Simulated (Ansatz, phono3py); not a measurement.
# Heat carried by phonons in LiF (Griceite, Fm-3m), part 2 of 6

How well does the lattice of LiF (Griceite) conduct heat?

Measurements to reproduce:
- thermal conductivity 17.6 W/m/K near room temperature (given in “Combining the AFLOW GIBBS and Elastic Libraries to efficiently and robustly screen thermo-mechanical properties of solids”, 2017, arXiv:1611.05714)
- thermal conductivity 17.6 W/m/K near room temperature (given in “Predicting the lattice thermal conductivity of solids by solving the Boltzmann transport equation: AFLOW - AAPL an automated, accurate and efficient framework”, 2017, arXiv:1611.05481)

Ansatz 0.2.0; DFT LDA, scalar-relativistic, plane waves, PAW.

So far. Step 2 (A first coarse run): The start is under -6.5 GPa at this level and looks like an insulator or semiconductor on this mesh. The relaxed cell has a = 3.909 Å (conventional setting).

### 4. A second relaxation

The relaxation is run once more from where the first one ended, as the script does after a large change of volume or of the gap, with mesh and occupations reviewed.

input.yaml

```yaml
crystal:
  lattice:
    - [0.0, 1.9544544221, 1.9544544221]
    - [1.9544544221, 0.0, 1.9544544221]
    - [1.9544544221, 1.9544544221, 0.0]
  atoms:
    - { symbol: Li, position: [0.0, 0.0, 0.0] }
    - { symbol: F, position: [0.5, 0.5, 0.5] }
kpoints:
  mp_grid: { grid: [10, 10, 10] }
hamiltonian:
  xc: lda
scf:
  occupations: { method: gaussian, width: 0.02 }
output:
  forces: true
  stress: true
  eigenvalues: true
  write_density: true
  write_potential: true
  elf: true
  volumetric_format: npy
relax:
  adjacent_minimum: "off"
  f_tol: 0.005
  max_steps: 80
  cell: { stress_tol: 0.05 }
```

Command:

```console
$ ansatz run input.yaml --threads 16 --pin off --max-ram 30720MiB --backend cpu --events-out ev --progress --plain --runs-dir out
```

Numbers of over 12 decimals in the logs are rounded to 6 here.

Log:

```text
[...]
Crystal: 2 atoms, lattice volume = 14.932 Å³
Basis set: ecut = 420 eV, 283 PW (Γ)
Bands: 9, of which v1, the nominal top of the filled ones, is band 5 counted from 1 (4 counted from 0)
Symmetry: 48 space group operations
[...]
k-points: 47 of 1000
[...]
SCF iter   1: F=—  HF=-998.718425 eV  |F-HF|=—  |Δ(HF+E_count)|=         —  Δρ=2.23e-2  dr2=4.97e-2  ethr=1.77e-3  ⟨swp⟩=5.1  Hψ=2622  notcnv=0
[...]
SCF iter   6: F=-998.696913 eV  HF=-998.696913 eV  |F-HF|=3.76e-10  |Δ(HF+E_count)|=   1.54e-7  Δρ=2.32e-6  dr2=4.82e-10  ethr=1.00e-9  ⟨swp⟩=7.6  Hψ=2471  notcnv=0
SCF 1 converged in 6 iterations: F = -998.696913 eV  dr2 = 4.82e-10
[...]
relax step   1: F+E_penalty+E_count = -998.69691309 eV  Δ(F+E_penalty+E_count) = +0.000e0 eV  max|allowed force component| = 1.119e-29 eV/Å  Δτ_max = 0.0000 Å  P = -0.006 GPa  Ω = 14.932 Å³  (6 SCF iters, dr2 threshold 1.00e-7 eV, accepted)
[...]
SCF iter   4: F=-998.696913 eV  HF=-998.696913 eV  |F-HF|=2.16e-12  |Δ(HF+E_count)|=  9.21e-12  Δρ=1.58e-7  dr2=3.00e-12  ethr=1.00e-12  ⟨swp⟩=4.6  Hψ=1312  notcnv=0
SCF 2 converged in 4 iterations: F = -998.696913 eV  dr2 = 3.00e-12
relax step   2: F+E_penalty+E_count = -998.69691309 eV  Δ(F+E_penalty+E_count) = -1.083e-10 eV  max|allowed force component| = 1.431e-29 eV/Å  Δτ_max = 0.0000 Å  P = -0.006 GPa  Ω = 14.932 Å³  stress off target by 6.39e-3 GPa  SCF on the basis re-selected at this cell (its energy is not comparable with the rows above)  (4 SCF iters)
basis re-selected at this cell: Δ(F+E_penalty+E_count) = -1.083e-10 eV, ΔP = -0.000 GPa vs the last step (what re-selecting the basis moved, of the pressure what is left beyond the Pulay correction that the steps carried, after the strain that the cell walked since its last selection, with what the two solves' SCF thresholds leave and, on support functions, any second-order correction that the steps lacked; it is no  [...]
SCF converged after 4 iterations
Free energy (F): -998.696913 eV
[...]
Internal energy: -998.696913 eV  (E = F + TS)
E sigma→0 (E₀):  -998.696913 eV
Fermi energy:    6.199140 eV
[...]
--- Stress (GPa, compression-positive) ---
       -0.006385      -0.000000       0.000000
        0.000000      -0.006385       0.000000
        0.000000       0.000000      -0.006385
  P = ⅓ Tr σ = -0.0064 GPa (-0.064 kbar)
--- Band table (eV; the first three rows and the last of 47) ---
[...]
--- Relaxed structure (1 steps of the walk, 1 accepted, 1 SCFs on fresh bases) ---
[...]
cell:  # Å, volume = 14.9316 Å³
    - [0.0, 1.9544544221, 1.9544544221]
    - [1.9544544221, 0.0, 1.9544544221]
    - [1.9544544221, 1.9544544221, 0.0]
  atoms:
    - { symbol: Li, position: [0.0, 0.0, 0.0] }
    - { symbol: F, position: [0.5, 0.5, 0.5] }
```

Elapsed: 0.7 s, on 16 threads of Arm Neoverse N1, shared host; peak memory 0.29 GiB; 3.2 s of CPU time.

Little changed from the start: no atom moved by 0.005 Å and no cell edge by 0.1 %.

Numbers from this step:

| Item | Value |
| --- | --- |
| pressure | -0.006385 GPa |

ELF in the ac plane of the conventional cell at fractional y = 0.000, with atoms of Li and F within 0.2 Å of it. It is the smooth field of the valence electrons, not physical close to the nuclei.

Values, 14 rows by 14 columns, each cell a mean:
```
0.92 0.62 0.12 0.24 0.67 0.79 0.69 0.64 0.76 0.78 0.52 0.11 0.31 0.80
0.38 0.18 0.04 0.17 0.54 0.74 0.79 0.79 0.79 0.70 0.37 0.07 0.09 0.31
0.11 0.09 0.06 0.08 0.28 0.54 0.67 0.71 0.64 0.44 0.15 0.05 0.07 0.11
0.55 0.48 0.30 0.10 0.08 0.17 0.24 0.25 0.21 0.11 0.05 0.15 0.37 0.52
0.79 0.75 0.61 0.30 0.06 0.04 0.12 0.18 0.10 0.03 0.11 0.44 0.70 0.78
0.71 0.77 0.75 0.48 0.09 0.18 0.62 0.74 0.48 0.10 0.21 0.64 0.79 0.76
0.51 0.71 0.79 0.55 0.11 0.38 0.92 0.97 0.74 0.18 0.25 0.71 0.79 0.64
0.64 0.76 0.78 0.52 0.11 0.31 0.80 0.92 0.62 0.12 0.24 0.67 0.79 0.69
0.79 0.79 0.70 0.37 0.07 0.09 0.31 0.38 0.18 0.04 0.17 0.54 0.74 0.79
0.71 0.64 0.44 0.15 0.05 0.07 0.11 0.11 0.09 0.06 0.08 0.28 0.54 0.67
0.25 0.21 0.11 0.05 0.15 0.37 0.52 0.55 0.48 0.30 0.10 0.08 0.17 0.24
0.18 0.10 0.03 0.11 0.44 0.70 0.78 0.79 0.75 0.61 0.30 0.06 0.04 0.12
0.74 0.48 0.10 0.21 0.64 0.79 0.76 0.71 0.77 0.75 0.48 0.09 0.18 0.62
0.97 0.74 0.18 0.25 0.71 0.79 0.64 0.51 0.71 0.79 0.55 0.11 0.38 0.92
```
Columns run along a (3.9 Å), rows up along c (3.9 Å), edges of the conventional cell, whose origin can differ from the input's. Atoms in or near the plane, at fractional coordinates: Li at (0.00, 0.00), Li at (0.50, 0.50), F at (0.50, 0.00), F at (0.00, 0.50).

Electrostatic potential energy in the ac plane of the conventional cell at fractional y = 0.000, with atoms of Li and F within 0.2 Å of it. With pseudopotentials it is smooth inside the atoms' cores, unlike the true potential.

Values in eV, 14 rows by 14 columns, each cell a mean:
```
-27 -18  -5   5   3 -20 -37 -38 -32 -10   6   2 -10 -23
-13  -7   2   6   7  -4 -20 -25 -15   3   7   5  -2 -10
  1   4   6   7   8   7   3   1   5   8   8   7   5   2
  6   7   7   8   7   6   5   5   6   7   8   8   7   6
-14  -5   6   7   6   2  -5  -7  -2   4   7   8   3 -10
-36 -27  -5   7   4  -7 -18 -22 -14  -2   6   5 -15 -32
-40 -36 -14   6   1 -13 -27 -32 -22  -7   5   1 -25 -38
-38 -32 -10   6   2 -10 -23 -27 -18  -5   5   3 -20 -37
-25 -15   3   7   5  -2 -10 -13  -7   2   6   7  -4 -20
  1   5   8   8   7   5   2   1   4   6   7   8   7   3
  5   6   7   8   8   7   6   6   7   7   8   7   6   5
 -7  -2   4   7   8   3 -10 -14  -5   6   7   6   2  -5
-22 -14  -2   6   5 -15 -32 -36 -27  -5   7   4  -7 -18
-32 -22  -7   5   1 -25 -38 -40 -36 -14   6   1 -13 -27
```
Columns run along a (3.9 Å; values clipped at the 3rd and 97th percentile), rows up along c (3.9 Å), edges of the conventional cell, whose origin can differ from the input's. Atoms in or near the plane, at fractional coordinates: Li at (0.00, 0.00), Li at (0.50, 0.50), F at (0.50, 0.00), F at (0.00, 0.50).

Valence density in the ac plane of the conventional cell at fractional y = 0.000, with atoms of Li and F within 0.2 Å of it. It is the smooth field of the valence electrons, not physical close to the nuclei.

Values in e/Å³, 14 rows by 14 columns, each cell a mean:
```
 6  2  0  0  1  3  8 10  6  2  0  0  1  4
 1  1  0  0  0  1  3  4  2  1  0  0  0  1
 0  0  0  0  0  0  1  1  1  0  0  0  0  0
 0  0  0  0  0  0  0  0  0  0  0  0  0  0
 2  1  1  0  0  0  0  0  0  0  0  0  1  2
 7  4  1  0  0  1  2  4  1  0  0  1  2  6
13  7  2  0  0  1  6  8  4  0  0  1  4 10
10  6  2  0  0  1  4  6  2  0  0  1  3  8
 4  2  1  0  0  0  1  1  1  0  0  0  1  3
 1  1  0  0  0  0  0  0  0  0  0  0  0  1
 0  0  0  0  0  0  0  0  0  0  0  0  0  0
 0  0  0  0  0  1  2  2  1  1  0  0  0  0
 4  1  0  0  1  2  6  7  4  1  0  0  1  2
 8  4  0  0  1  4 10 13  7  2  0  0  1  6
```
Columns run along a (3.9 Å), rows up along c (3.9 Å), edges of the conventional cell, whose origin can differ from the input's. Atoms in or near the plane, at fractional coordinates: Li at (0.00, 0.00), Li at (0.50, 0.50), F at (0.50, 0.00), F at (0.00, 0.50).

### 5. Tight relaxation

The thresholds are tightened for a last relaxation ahead of the phonons, and where mesh or smearing change with them the cell follows.

input.yaml, the sections that differ from step 4:

```yaml
kpoints:
  mp_grid: { grid: [12, 12, 12] }
scf:
  occupations: { method: fixed }
relax:
  adjacent_minimum: "off"
  f_tol: 0.001
  max_steps: 60
  cell: { stress_tol: 0.01 }
# crystal, hamiltonian, output: as in step 4
```

Log:

```text
[...]
Crystal: 2 atoms, lattice volume = 14.932 Å³
Basis set: ecut = 420 eV, 283 PW (Γ)
Bands: 9, of which v1, the nominal top of the filled ones, is band 5 counted from 1 (4 counted from 0)
Symmetry: 48 space group operations
[...]
k-points: 72 of 1728
[...]
SCF iter   1: F=—  HF=-998.718435 eV  |F-HF|=—  |Δ(HF+E_count)|=         —  Δρ=2.24e-2  dr2=5.00e-2  ethr=1.77e-3  ⟨swp⟩=3.9  Hψ=3520  notcnv=0  defer=122
[...]
SCF iter   6: F=-998.696940 eV  HF=-998.696940 eV  |F-HF|=2.88e-10  |Δ(HF+E_count)|=   1.32e-7  Δρ=2.09e-6  dr2=3.89e-10  ethr=1.00e-9  ⟨swp⟩=7.5  Hψ=3809  notcnv=0
SCF 1 converged in 6 iterations: F = -998.696940 eV  dr2 = 3.89e-10
[...]
relax step   1: F+E_penalty+E_count = -998.69694045 eV  Δ(F+E_penalty+E_count) = +0.000e0 eV  max|allowed force component| = 2.007e-29 eV/Å  Δτ_max = 0.0000 Å  P = -0.005 GPa  Ω = 14.932 Å³  (6 SCF iters, dr2 threshold 1.00e-7 eV, accepted)
[...]
SCF iter   4: F=-998.696940 eV  HF=-998.696940 eV  |F-HF|=1.14e-13  |Δ(HF+E_count)|=  1.14e-11  Δρ=2.85e-8  dr2=3.04e-14  ethr=1.00e-12  ⟨swp⟩=4.8  Hψ=3429  notcnv=0
SCF 2 converged in 4 iterations: F = -998.696940 eV  dr2 = 3.04e-14
relax step   2: F+E_penalty+E_count = -998.69694045 eV  Δ(F+E_penalty+E_count) = -8.731e-11 eV  max|allowed force component| = 1.339e-29 eV/Å  Δτ_max = 0.0000 Å  P = -0.005 GPa  Ω = 14.932 Å³  stress off target by 5.17e-3 GPa  SCF on the basis re-selected at this cell (its energy is not comparable with the rows above)  (4 SCF iters)
[...]
SCF converged after 4 iterations
Free energy (F): -998.696940 eV
[...]
Internal energy: -998.696940 eV  (E = F + TS)
E sigma→0 (E₀):  -998.696940 eV
Fermi energy:    1.350763 eV
[...]
--- Stress (GPa, compression-positive) ---
       -0.005169      -0.000000       0.000000
        0.000000      -0.005169      -0.000000
        0.000000       0.000000      -0.005169
  P = ⅓ Tr σ = -0.0052 GPa (-0.052 kbar)
--- Band table (eV; the first three rows and the last of 72) ---
[...]
--- Relaxed structure (1 steps of the walk, 1 accepted, 1 SCFs on fresh bases) ---
[...]
cell:  # Å, volume = 14.9316 Å³
    - [0.0, 1.9544544221, 1.9544544221]
    - [1.9544544221, 0.0, 1.9544544221]
    - [1.9544544221, 1.9544544221, 0.0]
  atoms:
    - { symbol: Li, position: [0.0, 0.0, 0.0] }
    - { symbol: F, position: [0.5, 0.5, 0.5] }
```

It took 0.73 s on 16 threads; peak memory 0.29 GiB.

Little changed from the start: no atom moved by 0.005 Å and no cell edge by 0.1 %.

This step gave:

```
pressure : -0.005169 GPa
```

ELF in the ac plane of the conventional cell at fractional y = 0.000, with atoms of Li and F within 0.2 Å of it. It is the smooth field of the valence electrons, not physical close to the nuclei.

Values, 14 rows by 14 columns, each cell a mean:
```
0.92 0.62 0.12 0.24 0.67 0.79 0.69 0.64 0.76 0.78 0.52 0.11 0.31 0.80
0.38 0.18 0.04 0.17 0.54 0.74 0.79 0.79 0.79 0.70 0.37 0.07 0.09 0.31
0.11 0.09 0.06 0.08 0.28 0.54 0.67 0.71 0.64 0.44 0.15 0.05 0.07 0.11
0.55 0.48 0.30 0.10 0.08 0.17 0.24 0.25 0.21 0.11 0.05 0.15 0.37 0.52
0.79 0.75 0.61 0.30 0.06 0.04 0.12 0.18 0.10 0.03 0.11 0.44 0.70 0.78
0.71 0.77 0.75 0.48 0.09 0.18 0.62 0.74 0.48 0.10 0.21 0.64 0.79 0.76
0.51 0.71 0.79 0.55 0.11 0.38 0.92 0.97 0.74 0.18 0.25 0.71 0.79 0.64
0.64 0.76 0.78 0.52 0.11 0.31 0.80 0.92 0.62 0.12 0.24 0.67 0.79 0.69
0.79 0.79 0.70 0.37 0.07 0.09 0.31 0.38 0.18 0.04 0.17 0.54 0.74 0.79
0.71 0.64 0.44 0.15 0.05 0.07 0.11 0.11 0.09 0.06 0.08 0.28 0.54 0.67
0.25 0.21 0.11 0.05 0.15 0.37 0.52 0.55 0.48 0.30 0.10 0.08 0.17 0.24
0.18 0.10 0.03 0.11 0.44 0.70 0.78 0.79 0.75 0.61 0.30 0.06 0.04 0.12
0.74 0.48 0.10 0.21 0.64 0.79 0.76 0.71 0.77 0.75 0.48 0.09 0.18 0.62
0.97 0.74 0.18 0.25 0.71 0.79 0.64 0.51 0.71 0.79 0.55 0.11 0.38 0.92
```
Columns run along a (3.9 Å), rows up along c (3.9 Å), edges of the conventional cell, whose origin can differ from the input's. Atoms in or near the plane, at fractional coordinates: Li at (0.00, 0.00), Li at (0.50, 0.50), F at (0.50, 0.00), F at (0.00, 0.50).

Electrostatic potential energy in the ac plane of the conventional cell at fractional y = 0.000, with atoms of Li and F within 0.2 Å of it. With pseudopotentials it is smooth inside the atoms' cores, unlike the true potential.

Ten even steps from '0' (-40 eV) to '9' (8 eV), each cell a mean:
```
24798400169863
56899743589976
89999988999998
99999999999999
57999876799986
02799643579951
00598521369830
01698632479840
35899765689974
89999988999998
99999999999999
67999865799987
35799510279964
13698300059852
```
Columns run along a (3.9 Å; values clipped at the 3rd and 97th percentile), rows up along c (3.9 Å), edges of the conventional cell, whose origin can differ from the input's. Atoms in or near the plane, at fractional coordinates: Li at (0.00, 0.00), Li at (0.50, 0.50), F at (0.50, 0.00), F at (0.00, 0.50).

Valence density in the ac plane of the conventional cell at fractional y = 0.000, with atoms of Li and F within 0.2 Å of it. It is the smooth field of the valence electrons, not physical close to the nuclei.

Values in e/Å³, 14 rows by 14 columns, each cell a mean:
```
 6  2  0  0  1  3  8 10  6  2  0  0  1  4
 1  1  0  0  0  1  3  4  2  1  0  0  0  1
 0  0  0  0  0  0  1  1  1  0  0  0  0  0
 0  0  0  0  0  0  0  0  0  0  0  0  0  0
 2  1  1  0  0  0  0  0  0  0  0  0  1  2
 7  4  1  0  0  1  2  4  1  0  0  1  2  6
13  7  2  0  0  1  6  8  4  0  0  1  4 10
10  6  2  0  0  1  4  6  2  0  0  1  3  8
 4  2  1  0  0  0  1  1  1  0  0  0  1  3
 1  1  0  0  0  0  0  0  0  0  0  0  0  1
 0  0  0  0  0  0  0  0  0  0  0  0  0  0
 0  0  0  0  0  1  2  2  1  1  0  0  0  0
 4  1  0  0  1  2  6  7  4  1  0  0  1  2
 8  4  0  0  1  4 10 13  7  2  0  0  1  6
```
Columns run along a (3.9 Å), rows up along c (3.9 Å), edges of the conventional cell, whose origin can differ from the input's. Atoms in or near the plane, at fractional coordinates: Li at (0.00, 0.00), Li at (0.50, 0.50), F at (0.50, 0.00), F at (0.00, 0.50).

The residual pressure is -0.0052 GPa, small enough for phonons.

### 6. An input with a fault

This input was changed on purpose, to see how the program answers.

input.yaml, the sections that differ from step 5:

```yaml
kpoints:
  mp_grid: { grid: [9, 9, 9] }
scf:
  occupations: { method: fixed }
  max_iter: 80
output:
  eigenvalues: true
phonons:
  supercell: [3, 3, 3]
  dielectric: false
  lattice_thermal_conductivity:
    qmesh: [13, 13, 13]
    temperatures: [300]
    isotope_mass_variance: [{ species: F, variance: 0.0 }, { species: Li, variance: 0.001459 }]
# crystal, hamiltonian: as in step 5
# relax: removed
```

Log:

```text
Error: invalid value for `phonons.lattice_thermal_conductivity`: set without third_order — the Boltzmann solve scatters phonons through the third-order force constants, which that block's batch computes; add phonons.third_order (supercell and pair_cutoff), or remove lattice_thermal_conductivity
```

Elapsed: 0.03 s, on 16 threads; peak memory 0.031 GiB.

The input was rejected at the start.

The program's message: “Error: invalid value for `phonons.lattice_thermal_conductivity`: set without third_order — the Boltzmann solve scatters phonons through the third-order force constants, which that block's batch comput …”

The fault put into the input: a conductivity without third-order constants.

(Part 2 of 6 ends here.)

[Logs are printed without paths, hosts, clocks, repeated set-up lines and the standing remarks that a program may print on its own settings, such as how far it seeks lower states.]

[Hosts, paths, dates, database ids (printed as entryN), source tags and the programs' standing remarks are cut or masked in the printed files.]

[A step with changed settings may run another functional than the one named; its input shows which.]
